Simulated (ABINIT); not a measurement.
An input for ABINIT 10.8.3 (InP (F-43m)):

```
acell 3*1.0 Angstrom
rprim 
  -0.000000000000 2.930500000000 2.930500000000
  2.930500000000 -0.000000000000 2.930500000000
  2.930500000000 2.930500000000 -0.000000000000
ntypat 2
znucl 49 15
natom 2
typat 1 2
xred 
  0.000000000000 0.000000000000 0.000000000000
  0.250000000000 0.250000000000 0.250000000000
pp_dirpath "pseudos"
pseudos "In.upf, P.upf"
ecut 31
ngkpt 4 4 4
nshiftk 1
shiftk 0 0 0
kptopt 1
chksymbreak 0
istwfk *1
occopt 1
irdwfk 1
optdriver 4
nband 29
gwcalctyp 28
ecutsigx 31
symsigma 0
nkptgw 8
kptgw 
  0.0000000000 0.0000000000 0.0000000000
  0.2500000000 0.0000000000 0.0000000000
  0.5000000000 0.0000000000 0.0000000000
  0.2500000000 0.2500000000 0.0000000000
  0.5000000000 0.2500000000 0.0000000000
  -0.2500000000 0.2500000000 0.0000000000
  0.5000000000 0.5000000000 0.0000000000
  -0.2500000000 0.5000000000 0.2500000000
bdgw 
  1 19
  1 19
  1 19
  1 19
  1 19
  1 19
  1 19
  1 19
ecuteps 3.2
irdscr 1
ppmodel 1
indata_prefix "in"
outdata_prefix "out"
tmpdata_prefix "tmp"
```

The database entry behind the starting cell differs from other determinations of this structure, so it need not match the best structure at room temperature.

```sh
OMP_NUM_THREADS=1 mpirun -n 4 abinit run.abi > log
```

Q: Estimate wall time and host memory on 4 MPI ranks of Arm Neoverse V1, shared host.

It took 48 s; on shared hardware allow 24 s to 96 s. Peak host memory was 1.1 GiB.

[Long decimals in the printed logs are rounded to 6 places.]

[Logs are printed without paths, hosts, clocks, repeated set-up lines and the standing remarks that a program may print on its own settings, such as how far it seeks lower states.]

[Paths, hosts, dates, memory and timing lines, banners, echoed tables and standing remarks are left out of the program output; an Ansatz launch command may be rebuilt from the run's recorded settings. Measured values are a selection of at most five: reports struck by readers or far from the other reports are left out. None is set beside runs whose start may be inverted or whose files or cutoffs have a known fault.]

[Runs of the session that timed out or met a known fault of the program may be left out.]

[Hosts, paths, dates, database ids (printed as entryN), source tags and the programs' standing remarks are cut or masked in the printed files.]

[G0W0 gaps are taken among the corrected bands and points alone; a level outside them can change the order at an edge.]

[Where Ansatz stands beside ABINIT at settings called matched, ABINIT's density can come from a denser mesh and the files from another edition; pairs whose starting gaps differed by over 0.03 eV were left out, so agreement reads better than it is.]
